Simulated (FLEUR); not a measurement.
# Cr2O3 (Eskolaite): exchange couplings by hand from total energies

Can a spin model with two couplings foretell the energy of a further order of Cr2O3 (Eskolaite)?

Calculated with FLEUR MaX-R8.1; PBE with U = 3.5 eV on Cr d; all-electron FLAPW, Dirac cores, scalar-relativistic bands.

### Step 1. Set-up

It takes space group R-3c (No. 167, trigonal). The conventional cell has a = 4.957 Å, b = 4.957 Å, c = 13.592 Å, α = 90.00°, β = 90.00°, γ = 120.00°. Nearest to Cr lie 6 O at 1.96 to 2.01 Å. O has 4 Cr at 1.96 to 2.01 Å nearest. Farther neighbours and most contacts between anions are not listed.

Coordinates:

```cif
data_structure
_symmetry_space_group_name_H-M 'P 1'
_symmetry_Int_Tables_number 1
_cell_length_a 5.3590
_cell_length_b 5.3590
_cell_length_c 5.3590
_cell_angle_alpha 55.097
_cell_angle_beta 55.097
_cell_angle_gamma 55.097
_cell_volume 96.41
loop_
_atom_site_label
_atom_site_type_symbol
_atom_site_fract_x
_atom_site_fract_y
_atom_site_fract_z
_atom_site_occupancy
Cr1 Cr 0.34748 0.34748 0.34748 1
Cr2 Cr 0.15252 0.15252 0.15252 1
Cr3 Cr 0.65252 0.65252 0.65252 1
Cr4 Cr 0.84748 0.84748 0.84748 1
O5 O 0.55580 0.94420 0.25000 1
O6 O 0.25000 0.55580 0.94420 1
O7 O 0.94420 0.25000 0.55580 1
O8 O 0.44420 0.05580 0.75000 1
O9 O 0.75000 0.44420 0.05580 1
O10 O 0.05580 0.75000 0.44420 1
```

### Step 2. The parallel order

All energies count from this run. A Hubbard U acts on the open shell, since semilocal functionals spread its electrons too much.

inpgen writes inp.xml from crystal.txt; cutoffs, mixing, functional, smearing and local orbitals are then set in the file. The k list default-1 (kpts.xml, not shown) is a Γ-centred 6×6×6 mesh; where the ranks do not divide the number of points, some are split in two of half the weight.

Contents of inp.xml:

```
<?xml version="1.0" encoding="UTF-8" standalone="no"?>
<fleurInput fleurInputVersion="0.39">
   <comment>
      Cr2O3
   </comment>
   <calculationSetup>
      <cutoffs Kmax="4.4" Gmax="13.2" GmaxXC="13.2" numbands="0"/>
      <scfLoop itmax="120" minDistance="0.0001" maxIterBroyd="15" imix="Anderson" alpha="0.05" precondParam="0.0" spinf="2.0" sdNocoIR="T"/>
      <coreElectrons ctail="T" frcor="F" kcrel="0" coretail_lmax="0"/>
      <xcFunctional name="pbe" relativisticCorrections="F"/>
      <magnetism jspins="2"/>
      <soc l_soc="F" theta="0.0" phi="0.0" spav="F"/>
      <expertModes spex="0" secvar="F"/>
      <geometryOptimization l_f="F" forcealpha="1.0" forcemix="BFGS" epsdisp="0.00001" epsforce="0.00001"/>
      <ldaU l_linMix="F" mixParam="0.05" spinf="1.0"/>
   </calculationSetup>
   <cell>
      <bzIntegration valenceElectrons="92.0" mode="hist" fermiSmearingEnergy="0.00183747">
         <kPointListSelection listName="default-1"/>
         <xi:include xmlns:xi="http://www.w3.org/2001/XInclude" href="kpts.xml"> </xi:include>
      </bzIntegration>
      <xi:include xmlns:xi="http://www.w3.org/2001/XInclude" href="sym.xml"> </xi:include>
      <bulkLattice scale="1.0">
         <bravaisMatrix>
            <row-1>    4.6836861998399968     2.7041274882730848     8.5619081345298511</row-1>
            <row-2>   -4.6836861998399968     2.7041274882730848     8.5619081345298511</row-2>
            <row-3>    0.0000000000000000    -5.4082549765650665     8.5619081345298511</row-3>
         </bravaisMatrix>
      </bulkLattice>
   </cell>
   <atomSpecies>
      <species name="Chromium (3.000" element="Cr" atomicNumber="24">
         <mtSphere radius="2.31" gridPoints="763" logIncrement="0.016"/>
         <atomicCutoffs lmax="8" lnonsphr="6"/>
         <electronConfig flipSpins="F">
            <coreConfig>(1s1/2) (2s1/2) (2p1/2) (2p3/2)</coreConfig>
            <valenceConfig>(3s1/2) (3p1/2) (3p3/2) (4s1/2) (3d3/2) (3d5/2)</valenceConfig>
            <stateOccupation state="(4s1/2)" spinUp="0.5" spinDown="0.5"/>
            <stateOccupation state="(3d3/2)" spinUp="1.0" spinDown="1.0"/>
            <stateOccupation state="(3d5/2)" spinUp="3.0" spinDown="0.0"/>
         </electronConfig>
         <energyParameters s="4" p="4" d="3" f="4"/>
         <ldaU l="2" U="3.5" J="0.0" l_amf="F"/>
         <lo type="SCLO" l="0" n="3" eDeriv="0"/>
         <lo type="SCLO" l="1" n="3" eDeriv="0"/>
      </species>
      <species name="Oxygen (O)" element="O" atomicNumber="8">
         <mtSphere radius="1.31" gridPoints="433" logIncrement="0.024"/>
         <atomicCutoffs lmax="6" lnonsphr="4"/>
         <electronConfig flipSpins="F">
            <coreConfig>(1s1/2)</coreConfig>
            <valenceConfig>(2s1/2) (2p1/2) (2p3/2)</valenceConfig>
            <stateOccupation state="(2p1/2)" spinUp="0.666667" spinDown="0.666667"/>
            <stateOccupation state="(2p3/2)" spinUp="1.333333" spinDown="1.333333"/>
         </electronConfig>
         <energyParameters s="2" p="2" d="3" f="4"/>
      </species>
   </atomSpecies>
   <atomGroups>
      <atomGroup species="Chromium (3.000">
         <relPos label="                   1">.3474800000 .3474800000 .3474800000</relPos>
         <relPos label="                   2">.1525200000 .1525200000 .1525200000</relPos>
         <relPos label="                   3">-.3474800000 -.3474800000 -.3474800000</relPos>
         <relPos label="                   4">-.1525200000 -.1525200000 -.1525200000</relPos>
         <force calculate="T" relaxXYZ="TTT"/>
      </atomGroup>
      <atomGroup species="Oxygen (O)">
         <relPos label="                   5">-.4442000000 -.0558000000 1.000/4.000</relPos>
         <relPos label="                   6">1.000/4.000 -.4442000000 -.0558000000</relPos>
         <relPos label="                   7">-.0558000000 1.000/4.000 -.4442000000</relPos>
         <relPos label="                   8">.4442000000 .0558000000 -1.000/4.000</relPos>
         <relPos label="                   9">-1.000/4.000 .4442000000 .0558000000</relPos>
         <relPos label="                  10">.0558000000 -1.000/4.000 .4442000000</relPos>
         <force calculate="T" relaxXYZ="TTT"/>
      </atomGroup>
   </atomGroups>
   <output dos="F" band="F" slice="F">
      <bandDOS minEnergy="-.5*Htr" maxEnergy="0.5*Htr" sigma="0.015" storeEVData="T"/>
      <plotting iplot="0" polar="F">
         <plot TwoD="T" vec1="  1.0  0.0  0.0" vec2="  0.0  1.0  0.0" vec3="  0.0  0.0  1.0" zero="  0.0  0.0  0.0" file="plot"/>
      </plotting>
      <moessbauerParams electricFieldGradient="F" isomerShift="F" coreHyperfine="F" valenceHyperfine="F"/>
   </output>
</fleurInput>
```

Contents of crystal.txt:

```
Cr2O3
&input film=F cartesian=F /
2.47850000001  1.43096264219  4.53076666670
-2.47850000001  1.43096264219  4.53076666670
0.00000000000  -2.86192528439  4.53076666670
1.8897261246
1.0 1.0 1.0

10
24 0.34748000000  0.34748000000  0.34748000000 : 3.000
24 0.15252000000  0.15252000000  0.15252000000 : 3.000
24 0.65252000000  0.65252000000  0.65252000000 : 3.000
24 0.84748000000  0.84748000000  0.84748000000 : 3.000
8 0.55580000000  0.94420000000  0.25000000000
8 0.25000000000  0.55580000000  0.94420000000
8 0.94420000000  0.25000000000  0.55580000000
8 0.44420000000  0.05580000000  0.75000000000
8 0.75000000000  0.44420000000  0.05580000000
8 0.05580000000  0.75000000000  0.44420000000

&kpt div1=6 div2=6 div3=6 gamma=T /
```

On the command line:

```console
$ OMP_NUM_THREADS=1 inpgen -f crystal.txt > inpgen.log  # inp.xml is then edited as shown
$ OMP_NUM_THREADS=1 mpirun -n 4 fleur_MPI > fleur.log
```

The log of the run:

```text
Welcome to FLEUR        (www.flapw.de)
      MaX-Release 8.1          (www.max-centre.eu)

 ========== k-point set info ==========
 Selected k-point list: default-1
 k-point list type: mesh
 6 x 6 x 6
 Number of k points: 32

 [... set-up left out ...]
 no density matrix found ... skipping LDA+U
 Reset of history
 Iteration:     1   Distance:      45.42457172 me/bohr^3
 Iteration:     2   Distance:      40.35639706 me/bohr^3
 Iteration:     3   Distance:      34.84638474 me/bohr^3
 Iteration:     4   Distance:      17.58648177 me/bohr^3
[...]
[... left out ...]
            <freeEnergy value="-4654.9715471736"/>
            <extrapolationTo0K value="-4654.9715471736"/>
         </totalEnergy>
         [... left out ...]
         <ldaUDensityMatrixConvergence>
            <distance spin="1" distance="0.000004"/>
            <distance spin="2" distance="0.000002"/>
         </ldaUDensityMatrixConvergence>
         <densityConvergence units="me/bohr^3">
            <chargeDensity spin="1" distance="0.0000750358"/>
            <chargeDensity spin="2" distance="0.0000545427"/>
            <overallChargeDensity distance="0.0000971809"/>
            <spinDensity distance="0.0000881274"/>
         </densityConvergence>
      </iteration>
```

The job ended after 2.2 min (4 MPI ranks of Intel Xeon Platinum 8375C at 2.90GHz (Ice Lake), shared host; peak memory 0.45 GiB; 8.7 min of CPU time).

Spin moment in the muffin-tin sphere by atom:

```
atom  spin moment in the muffin-tin sphere (μB)
 Cr1                                       2.90
 Cr2                                       2.90
 Cr3                                       2.90
 Cr4                                       2.90
  O5                                      -0.02
  O6                                      -0.02
  O7                                      -0.02
  O8                                      -0.02
  O9                                      -0.02
 O10                                      -0.02
```

Numbers from this step:

| Item | Value |
| --- | --- |
| free energy | -126668.2287 eV |
| program's band gap on this mesh (in a metal only a level spacing) | 2.814 eV |
| magnetization | 12 μB |
| final state | ferromagnetic |

After 22 cycles the largest moment stands at 2.90 μB.

### Step 3. The orders used for the fit

The other orders were run with the same settings, on meshes that hold the same points. Free energies are divided by the number of Cr atoms; q is in fractions of the reciprocal vectors of the first run's cell.

```
  order  atoms   mesh  free energy (eV)    eV per Cr  largest moment (μB)
 F ++++     10  6×6×6      -126668.2287  -31667.0572                 2.90
AF +--+     10  6×6×6      -126668.4406  -31667.1102                 2.81
AF ++--     10  6×6×6      -126668.3136  -31667.0784                 2.81
```

### Step 4. Counting neighbours

With E = −Σ J e_i·e_j over ordered pairs of unit vectors, turning a neighbour from parallel to opposed costs 2J a Cr atom. So an order lies 2 Σ n J over the parallel one, n being the opposed neighbours in each shell.

```
shell  distance (Å)  neighbours  opposed in AF +--+  opposed in AF ++--  opposed in AF +-+-  opposed in ferri +++-
   J1          2.65           1                   1                   0                   1                    0.5
   J2          2.89           3                   3                   3                   0                    1.5
   J3          3.42           3                   3                   0                   3                    1.5
```

Only J1 and J2 are kept.

### Step 5. Solving

```
2 × 1 × J1 + 2 × 3 × J2 = -53.0 meV    (AF +--+)
2 × 3 × J2 = -21.2 meV    (AF ++--)
J1 = -15.90 meV
J2 = -3.53 meV
```

### Step 6. The test

The couplings now give the orders that were left out:

```
2 × 1 × (-15.90) = -31.8 meV    (AF +-+-)
2 × 0.5 × (-15.90) + 2 × 1.5 × (-3.53) = -26.5 meV    (ferri +++-)
```

The runs themselves:

```
     order  atoms   mesh  free energy (eV)    eV per Cr  largest moment (μB)  over the parallel order (meV)  foretold (meV)
   AF +-+-     10  6×6×6      -126668.1971  -31667.0493                 2.78                           +7.9           -31.8
ferri +++-     10  6×6×6      -126668.2982  -31667.0745                 2.87                          -17.4           -26.5
```

### Step 7. Summary of results

```
J1 (Cr–Cr at 2.65 Å)                : -15.9 meV
J2 (Cr–Cr at 2.89 Å)                : -3.53 meV
largest miss on the orders left out : 40 meV
```

The model misses the 2 orders left out by 40 meV at most, 75 % of the largest distance from the parallel order, so it fails: these couplings alone don't describe the crystal. The largest moments of the orders differ by 4.2 % of the greatest. Shells that were dropped are folded into the couplings or show in the miss.

[Logs and program files are shortened in this print: banners, set-up blocks, solver, clock and traceback lines can be left out without a mark of their own.]

[Logs are printed without paths, hosts, clocks, repeated set-up lines and the standing remarks that a program may print on its own settings, such as how far it seeks lower states.]

[Hosts, paths, dates, database ids (printed as entryN), source tags and the programs' standing remarks are cut or masked in the printed files.]

[Where a cell is said to come from a database of computed structures, the database is the Materials Project.]
